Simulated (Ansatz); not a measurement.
# (ScN)3(CdO)1 [001] superlattice, started as rocksalt type: relaxing the cell for a phonon run

Task: relax (ScN)3(CdO)1 [001] superlattice, started as rocksalt type tightly.

Program: Ansatz 0.2.0. Level of theory: DFT PBEsol, scalar-relativistic, plane waves, PAW. Results are calculated unless marked as measured.

The structure was built from a prototype and need not be the compound's stable phase.

### Step 1. The structure

It takes space group P4/mmm (No. 123, tetragonal). Conventional cell: a = 3.216 Å, b = 3.216 Å, c = 9.095 Å, α = 90.00°, β = 90.00°, γ = 90.00°. Nearest to Cd lie 2 N at 2.27 Å and 4 O at 2.27 Å. N has 1 Cd at 2.27 Å and 5 Sc at 2.27 Å nearest. N has 6 Sc at 2.27 Å nearest. O has 2 Sc at 2.27 Å and 4 Cd at 2.27 Å nearest. Sc has 1 O at 2.27 Å and 5 N at 2.27 Å nearest. Sc has 6 N at 2.27 Å nearest. Farther neighbours and most contacts between anions are not listed.

### Step 2. Probe on a coarse mesh

A quick single point on a coarse mesh tells whether the cell has a gap and how far it is from rest, which sets the k mesh and smearing that follow.

Contents of input.yaml:

```yaml
crystal:
  lattice:
    - [2.27375, 2.27375, 0.0]
    - [-2.27375, 2.27375, 0.0]
    - [0.0, 0.0, 9.095]
  atoms:
    - { symbol: Cd, position: [0.5, 0.5, 0.75] }
    - { symbol: "N", position: [0.5, 0.5, 0.0] }
    - { symbol: "N", position: [0.0, 0.0, 0.25] }
    - { symbol: "N", position: [0.5, 0.5, 0.5] }
    - { symbol: O, position: [0.0, 0.0, 0.75] }
    - { symbol: Sc, position: [0.0, 0.0, 0.0] }
    - { symbol: Sc, position: [0.5, 0.5, 0.25] }
    - { symbol: Sc, position: [0.0, 0.0, 0.5] }
kpoints:
  mp_grid: { grid: [6, 6, 2] }
hamiltonian:
  xc: pbesol
scf:
  occupations: { method: gaussian, width: 0.1 }
output:
  forces: true
  stress: true
  eigenvalues: true
```

Started as:

```
$ ansatz run input.yaml --threads 8 --pin off --max-ram 14336MiB --backend cpu --events-out ev --progress --plain --runs-dir out
```

Numbers of over 12 decimals in the logs are rounded to 6 here.

Output:

```text
Engine: ansatz 0.2.0, aarch64-unknown-linux-gnu
Pseudopotentials: kind: paw
Pseudopotential: Cd, paw, valence charge 20, recommended cutoff 420 eV (normal), Cd.paw.azcp
Pseudopotential: N, paw, valence charge 5, recommended cutoff 420 eV (normal), N.paw.azcp
Pseudopotential: O, paw, valence charge 6, recommended cutoff 420 eV (normal), O.paw.azcp
[...]
k-point 0: bands = [... 33 lower, 12.3075, 12.3075, 12.6982, 12.6982, 13.0671, 13.7428, 14.7330, 14.8853, ... 3 higher]
  k-point 1: bands = [... 33 lower, 12.2232, 12.2232, 12.7521, 12.7521, 13.0502, 13.7779, 14.7142, 15.8543, ... 3 higher]
  k-point 2: bands = [... 33 lower, 11.4627, 11.7078, 11.9351, 11.9544, 14.2788, 14.7408, 15.3314, 15.4981, ... 3 higher]
  k-point 19: bands = [... 33 lower, 10.9840, 11.4472, 11.5687, 11.5687, 14.0090, 14.0090, 15.6471, 15.6471, ... 3 higher]
[key lines of the parts left out:]
SCF converged after 8 iterations
Free energy (F): -16226.035912 eV
Fermi energy:    12.906321 eV
P = ⅓ Tr σ = -3.1974 GPa (-31.974 kbar)
```

It took 1.1 s on 8 threads of Arm Neoverse V1, shared host; peak memory 0.57 GiB.

A gap read on the k-mesh alone can miss the band edges.

Numbers from this step:

| Property | Result |
| --- | --- |
| pressure | -3.197 GPa |
| volume per atom | 11.76 Å³ |
| gap on the k-mesh | 0.2980 eV |
| direct gap on mesh | 0.2980 eV |

The coarse mesh shows a gap of 0.30 eV and a pressure of -3.2 GPa.

### Step 3. Rough relaxation

The start is far from rest, so a relaxation with loose tolerances brings it close first.

Edit input.yaml of step 2 so:

```diff
@@ -24 +24,6 @@
   eigenvalues: true
+relax:
+  adjacent_minimum: "off"
+  f_tol: 0.05
+  max_steps: 80
+  cell: { stress_tol: 0.5 }
```

Output:

```text
[...]
Crystal: 8 atoms, lattice volume = 94.041 Å³
Basis set: ecut = 420 eV, 1831 PW (Γ), exchange–correlation on 48×48×128 points (8 copies of the dense FFT grid, shifted against one another)
Bands: 45, of which v1, the nominal top of the filled ones, is band 37 counted from 1 (36 counted from 0)
Symmetry: 16 space group operations
[...]
k-points: 20 of 72
[...]
- [2.271037, 2.271037, 0.0]
    - [-2.271037, 2.271037, 0.0]
    - [0.0, 0.0, 8.97413428536]
  atoms:
    - { symbol: Cd, position: [0.5, 0.5, 0.75] }
    - { symbol: N, position: [0.5, 0.5, 0.00910308] }
    - { symbol: N, position: [0, 0, 0.25] }
    - { symbol: N, position: [0.5, 0.5, 0.490897] }
    - { symbol: O, position: [0, 0, 0.75] }
    - { symbol: Sc, position: [0, 0, 0.00303951] }
    - { symbol: Sc, position: [0.5, 0.5, 0.25] }
    - { symbol: Sc, position: [0, 0, 0.496960] }
[key lines of the parts left out:]
SCF converged after 4 iterations
Free energy (F): -16226.155582 eV
Fermi energy:    13.186643 eV
P = ⅓ Tr σ = -0.1499 GPa (-1.499 kbar)
```

Run time: 5.8 s. Hardware: 8 threads; peak memory 0.59 GiB; 38 s of CPU time.

Step by step:

```csv
step,energy less that of the first step (eV),largest force component (eV/Å),pressure (GPa),volume (Å³)
1,0.0000,1.1756,-3.20,94.04
2,-0.1110,0.4344,0.45,92.22
3,-0.1236,0.0791,0.50,92.27
4,-0.1237,0.0139,-0.09,92.57
5*,-0.1197,0.0138,-0.15,92.57
```

Relaxation steps marked * repeat the geometry before them on a plane-wave basis chosen anew for their cell, so energy and pressure can jump there.

The run keeps the 16 symmetry operations that it works with, so distortions that break them were not tested.

```csv
"conventional cell, symmetrised",before,after,change
a (Å),3.216,3.212,-0.1 %
b (Å),3.216,3.212,-0.1 %
c (Å),9.095,8.974,-1.3 %
volume (Å³/atom),11.76,11.57,-1.6 %
```

The atoms that moved most (Å, as changes of fractional coordinates times the final cell):

```csv
atom,dx,dy,dz,length
N2,0.000,0.000,0.082,0.082
N4,0.000,0.000,-0.082,0.082
Sc8,0.000,0.000,-0.027,0.027
Sc6,0.000,0.000,0.027,0.027
```

This step gave:

- pressure: -0.1499 GPa
- volume per atom: 11.57 Å³
- gap on the k-mesh: 0.2593 eV
- direct gap on mesh: 0.2593 eV

In this step the volume went from 11.76 to 11.57 Å³/atom.

### Step 4. Relaxation

Harmonic phonons are second derivatives at a point where the forces vanish, and they are wanted at zero stress, so atoms and cell are relaxed first.

Contents of input.yaml:

```yaml
crystal:
  lattice:
    - [2.2710365625, 2.2710365625, 0.0]
    - [-2.2710365625, 2.2710365625, 0.0]
    - [0.0, 0.0, 8.9741342854]
  atoms:
    - { symbol: Cd, position: [0.5, 0.5, 0.75] }
    - { symbol: "N", position: [0.5, 0.5, 0.0091030794] }
    - { symbol: "N", position: [0.0, 0.0, 0.25] }
    - { symbol: "N", position: [0.5, 0.5, 0.4908969206] }
    - { symbol: O, position: [0.0, 0.0, 0.75] }
    - { symbol: Sc, position: [0.0, 0.0, 0.0030395129] }
    - { symbol: Sc, position: [0.5, 0.5, 0.25] }
    - { symbol: Sc, position: [0.0, 0.0, 0.4969604871] }
kpoints:
  mp_grid: { grid: [10, 10, 4] }
hamiltonian:
  xc: pbesol
scf:
  occupations: { method: gaussian, width: 0.01 }
output:
  forces: true
  stress: true
  eigenvalues: true
relax:
  adjacent_minimum: "off"
  f_tol: 0.005
  max_steps: 80
  cell: { stress_tol: 0.05 }
```

Output:

```text
[...]
Crystal: 8 atoms, lattice volume = 92.570 Å³
Basis set: ecut = 420 eV, 1813 PW (Γ), exchange–correlation on 48×48×120 points (8 copies of the dense FFT grid, shifted against one another)
Bands: 45, of which v1, the nominal top of the filled ones, is band 37 counted from 1 (36 counted from 0)
Symmetry: 16 space group operations
[...]
k-points: 63 of 400
[...]
SCF iter   1: F=—  HF=-16226.204821 eV  |F-HF|=—  |Δ(HF+E_count)|=         —  Δρ=1.18e-2  dr2=1.34e-1  ethr=1.77e-3  ⟨swp⟩=5.6  Hψ=9753  notcnv=0
[...]
SCF iter   8: F=-16226.169934 eV  HF=-16226.169934 eV  |F-HF|=5.28e-8  |Δ(HF+E_count)|=   5.31e-8  Δρ=8.72e-6  dr2=7.08e-8  ethr=1.35e-10  ⟨swp⟩=9.7  Hψ=11086  notcnv=0
SCF 1 converged in 8 iterations: F = -16226.169934 eV  dr2 = 7.08e-8
[...]
relax step   1: F+E_penalty+E_count = -16226.16993352 eV  Δ(F+E_penalty+E_count) = +0.000e0 eV  max|allowed force component| = 1.258e-2 eV/Å  Δτ_max = 0.0000 Å  P = -0.192 GPa  Ω = 92.570 Å³  (8 SCF iters, dr2 threshold 1.00e-7 eV, accepted)
Crystal: 8 atoms, lattice volume = 92.468 Å³
[...]
SCF iter   4: F=-16226.170402 eV  HF=-16226.170402 eV  |F-HF|=1.19e-7  |Δ(HF+E_count)|=   1.48e-6  Δρ=1.65e-5  dr2=2.50e-7  ethr=3.71e-10  ⟨swp⟩=3.7  Hψ=10720  notcnv=0
SCF 2 converged in 4 iterations: F = -16226.170402 eV  dr2 = 2.50e-7
relax step   2: F+E_penalty+E_count = -16226.17040201 eV  Δ(F+E_penalty+E_count) = -4.685e-4 eV  max|allowed force component| = 4.786e-3 eV/Å  Δτ_max = 0.0008 Å  P = +0.031 GPa  Ω = 92.468 Å³  energy of the carried Pulay correction = +2.888e-4 eV  (4 SCF iters, dr2 threshold 2.75e-7 eV, accepted)
Crystal: 8 atoms, lattice volume = 92.494 Å³
Basis set: ecut = 420 eV, 1815 PW (Γ), exchange–correlation on 48×48×120 points (8 copies of the dense FFT grid, shifted against one another)
[...]
SCF iter   5: F=-16226.170391 eV  HF=-16226.170391 eV  |F-HF|=2.71e-8  |Δ(HF+E_count)|=   2.74e-8  Δρ=6.70e-6  dr2=4.03e-8  ethr=1.35e-10  ⟨swp⟩=4.5  Hψ=8986  notcnv=0
SCF 3 converged in 5 iterations: F = -16226.170391 eV  dr2 = 4.03e-8
relax step   3: F+E_penalty+E_count = -16226.17039089 eV  Δ(F+E_penalty+E_count) = +1.111e-5 eV  max|allowed force component| = 5.214e-3 eV/Å  Δτ_max = 0.0017 Å  P = -0.014 GPa  Ω = 92.494 Å³  energy of the carried Pulay correction = +2.138e-4 eV  (5 SCF iters, dr2 threshold 9.97e-8 eV, accepted)
[...]
relax step   4: F+E_penalty+E_count = -16226.17042701 eV  Δ(F+E_penalty+E_count) = -3.611e-5 eV  max|allowed force component| = 6.894e-4 eV/Å  Δτ_max = 0.0005 Å  P = +0.004 GPa  Ω = 92.483 Å³  energy of the carried Pulay correction = +2.442e-4 eV  (6 SCF iters, dr2 threshold 1.70e-9 eV, accepted)
Basis set: ecut = 420 eV, 1815 PW (Γ), exchange–correlation on 48×48×128 points (8 copies of the dense FFT grid, shifted against one another)
[...]
SCF iter   1: F=—  HF=-16226.170094 eV  |F-HF|=—  |Δ(HF+E_count)|=         —  Δρ=1.10e-5  dr2=2.00e-8  ethr=1.07e-7  ⟨swp⟩=3.6  Hψ=17272  notcnv=0
eigensolver tolerance schedule: the retry pair's looser diagonalisation over-reported the residual by 3976.57 of it (diagonalisation noise at 0.16 of the residual, at the tolerance the schedule requests for it); recorded, not acted on — ethr = c·dr2/N_el stays at c = 1.0e-1
SCF iter   2: F=—  HF=-16226.170242 eV  |F-HF|=—  |Δ(HF+E_count)|=   1.48e-4  Δρ=6.13e-6  dr2=1.11e-8  ethr=2.70e-11  ⟨swp⟩=3.0  Hψ=5335  notcnv=0
[...]
SCF iter   4: F=-16226.170242 eV  HF=-16226.170242 eV  |F-HF|=5.82e-11  |Δ(HF+E_count)|=   8.35e-9  Δρ=4.09e-7  dr2=3.57e-11  ethr=1.00e-12  ⟨swp⟩=2.8  Hψ=9729  notcnv=0
SCF 5 converged in 4 iterations: F = -16226.170242 eV  dr2 = 3.57e-11
relax step   5: F+E_penalty+E_count = -16226.17024217 eV  Δ(F+E_penalty+E_count) = +1.848e-4 eV  max|allowed force component| = 6.778e-4 eV/Å  Δτ_max = 0.0000 Å  P = -0.000 GPa  Ω = 92.483 Å³  stress off target by 1.59e-2 GPa  SCF on the basis re-selected at this cell (its energy is not comparable with the rows above)  (4 SCF iters)
[...]
SCF converged after 4 iterations
Free energy (F): -16226.170242 eV
[...]
Internal energy: -16226.170242 eV  (E = F + TS)
E sigma→0 (E₀):  -16226.170242 eV
Fermi energy:    13.192011 eV
[...]
--- Forces (eV/Å), atoms counted from 1 ---
  atom   1  Cd     0.00000000     0.00000000     0.00000000
  atom   2  N     -0.00000000    -0.00000000    -0.00041748
  atom   3  N      0.00000000     0.00000000     0.00000000
  atom   4  N      0.00000000     0.00000000     0.00041748
  atom   5  O     -0.00000000    -0.00000000     0.00000000
  atom   6  Sc    -0.00000000    -0.00000000    -0.00067783
  atom   7  Sc     0.00000000    -0.00000000     0.00000000
  atom   8  Sc     0.00000000     0.00000000     0.00067783
  max |Σ_I F_I| component: 8.28e-30 eV/Å
--- Stress (GPa, compression-positive) ---
       -0.008035      -0.000000       0.000000
       -0.000000      -0.008035       0.000000
        0.000000       0.000000       0.015911
  P = ⅓ Tr σ = -0.0001 GPa (-0.001 kbar)
--- Band table (eV; the first three rows and the last of 63) ---
  k-point 0: bands = [... 33 lower, 12.4172, 12.5176, 13.0237, 13.0237, 13.3409, 14.0092, 14.9369, 15.1994, ... 4 higher]
  k-point 1: bands = [... 33 lower, 12.3857, 12.3857, 13.0430, 13.0430, 13.3316, 14.0266, 15.1909, 15.5463, ... 4 higher]
  k-point 2: bands = [... 33 lower, 12.3506, 12.3506, 13.0611, 13.0611, 13.3227, 14.0438, 15.1822, 16.1241, ... 4 higher]
  k-point 62: bands = [... 33 lower, 11.2882, 11.7242, 11.9303, 11.9303, 14.4887, 14.4887, 16.0189, 16.0189, ... 4 higher]
--- Relaxed structure (4 steps of the walk, 4 accepted, 1 SCFs on fresh bases) ---
[...]
cell:  # Å, volume = 92.4835 Å³
    - [2.268743, 2.268743, 0]
    - [-2.268743, 2.268743, 0]
    - [0, 0, 8.983870]
  atoms:
    - { symbol: Cd, position: [0.5, 0.5, 0.750000] }
    - { symbol: N, position: [0.5, 0.5, 0.009262] }
    - { symbol: N, position: [0, 0, 0.250000] }
    - { symbol: N, position: [0.5, 0.5, 0.490738] }
    - { symbol: O, position: [0, 0, 0.750000] }
    - { symbol: Sc, position: [0, 0, 0.00326014] }
    - { symbol: Sc, position: [0.5, 0.5, 0.250000] }
    - { symbol: Sc, position: [0, 0, 0.496740] }
```

The job ended after 12 s (8 threads; peak memory 0.7 GiB; 86 s of CPU time).

The steps of the relaxation:

```csv
step,energy less that of the first step (eV),largest force component (eV/Å),pressure (GPa),volume (Å³)
1,0.0000,0.0126,-0.19,92.57
2,-0.0005,0.0048,0.03,92.47
3,-0.0005,0.0052,-0.01,92.49
4,-0.0005,0.0007,0.00,92.48
5*,-0.0003,0.0007,0.00,92.48
```

Relaxation steps marked * repeat the geometry before them on a plane-wave basis chosen anew for their cell, so energy and pressure can jump there.

Forces are held to the 16 operations that the run works with; a distortion that breaks them can't arise in this run.

```csv
"conventional cell, symmetrised",before,after,change
a (Å),3.212,3.208,-0.1 %
b (Å),3.212,3.208,-0.1 %
c (Å),8.974,8.984,+0.1 %
volume (Å³/atom),11.57,11.56,-0.1 %
```

This step gave:

| Property | Result |
| --- | --- |
| pressure | -5.29e-5 GPa |
| gap on the k-mesh | 0.2616 eV |
| volume per atom | 11.56 Å³ |
| direct gap on mesh | 0.2616 eV |

In this step the volume went from 11.57 to 11.56 Å³/atom.

### Step 5. Relaxing to small forces for the phonons

Phonons need a cell at rest on their own settings, so the relaxation is repeated with tight tolerances on forces and stress, using the mesh and the filling of the phonon run that follows.

Contents of input.yaml:

```yaml
crystal:
  lattice:
    - [2.2687433482, 2.2687433482, 0.0]
    - [-2.2687433482, 2.2687433482, 0.0]
    - [0.0, 0.0, 8.9838703237]
  atoms:
    - { symbol: Cd, position: [0.5, 0.5, 0.75] }
    - { symbol: "N", position: [0.5, 0.5, 0.009261996] }
    - { symbol: "N", position: [0.0, 0.0, 0.25] }
    - { symbol: "N", position: [0.5, 0.5, 0.490738004] }
    - { symbol: O, position: [0.0, 0.0, 0.75] }
    - { symbol: Sc, position: [0.0, 0.0, 0.0032601422] }
    - { symbol: Sc, position: [0.5, 0.5, 0.25] }
    - { symbol: Sc, position: [0.0, 0.0, 0.4967398578] }
kpoints:
  mp_grid: { grid: [12, 12, 4] }
hamiltonian:
  xc: pbesol
scf:
  occupations: { method: fixed }
output:
  forces: true
  stress: true
  eigenvalues: true
  write_density: true
  write_potential: true
  elf: true
  volumetric_format: npy
relax:
  adjacent_minimum: "off"
  f_tol: 0.001
  max_steps: 60
  cell: { stress_tol: 0.01 }
```

Output:

```text
[...]
Crystal: 8 atoms, lattice volume = 92.483 Å³
Basis set: ecut = 420 eV, 1815 PW (Γ), exchange–correlation on 48×48×128 points (8 copies of the dense FFT grid, shifted against one another)
Bands: 45, of which v1, the nominal top of the filled ones, is band 37 counted from 1 (36 counted from 0)
Symmetry: 16 space group operations
[...]
k-points: 84 of 576
[...]
- [-2.268663, 2.268663, 0.0]
    - [0.0, 0.0, 8.984339]
  atoms:
    - { symbol: Cd, position: [0.500000, 0.500000, 0.75] }
    - { symbol: N, position: [0.500000, 0.500000, 0.00925359] }
    - { symbol: N, position: [0, 0, 0.25] }
    - { symbol: N, position: [0.500000, 0.500000, 0.490746] }
    - { symbol: O, position: [0, 0, 0.75] }
    - { symbol: Sc, position: [0, 0, 0.00325625] }
    - { symbol: Sc, position: [0.500000, 0.500000, 0.25] }
    - { symbol: Sc, position: [0, 0, 0.496744] }
[key lines of the parts left out:]
SCF converged after 6 iterations
Free energy (F): -16226.170607 eV
Fermi energy:    13.061197 eV
P = ⅓ Tr σ = -0.0010 GPa (-0.010 kbar)
```

Elapsed: 13 s, on 8 threads; peak memory 0.74 GiB.

Little changed from the start: no atom moved by 0.005 Å and no cell edge by 0.1 %.

This step gave:

* pressure: -9.80e-4 GPa
* gap on the k-mesh: 0.2620 eV
* direct gap on mesh: 0.2620 eV

(Part 1 of 2 ends here.)

[Logs are printed without paths, hosts, clocks, repeated set-up lines and the standing remarks that a program may print on its own settings, such as how far it seeks lower states.]

[Hosts, paths, dates, database ids (printed as entryN), source tags and the programs' standing remarks are cut or masked in the printed files.]
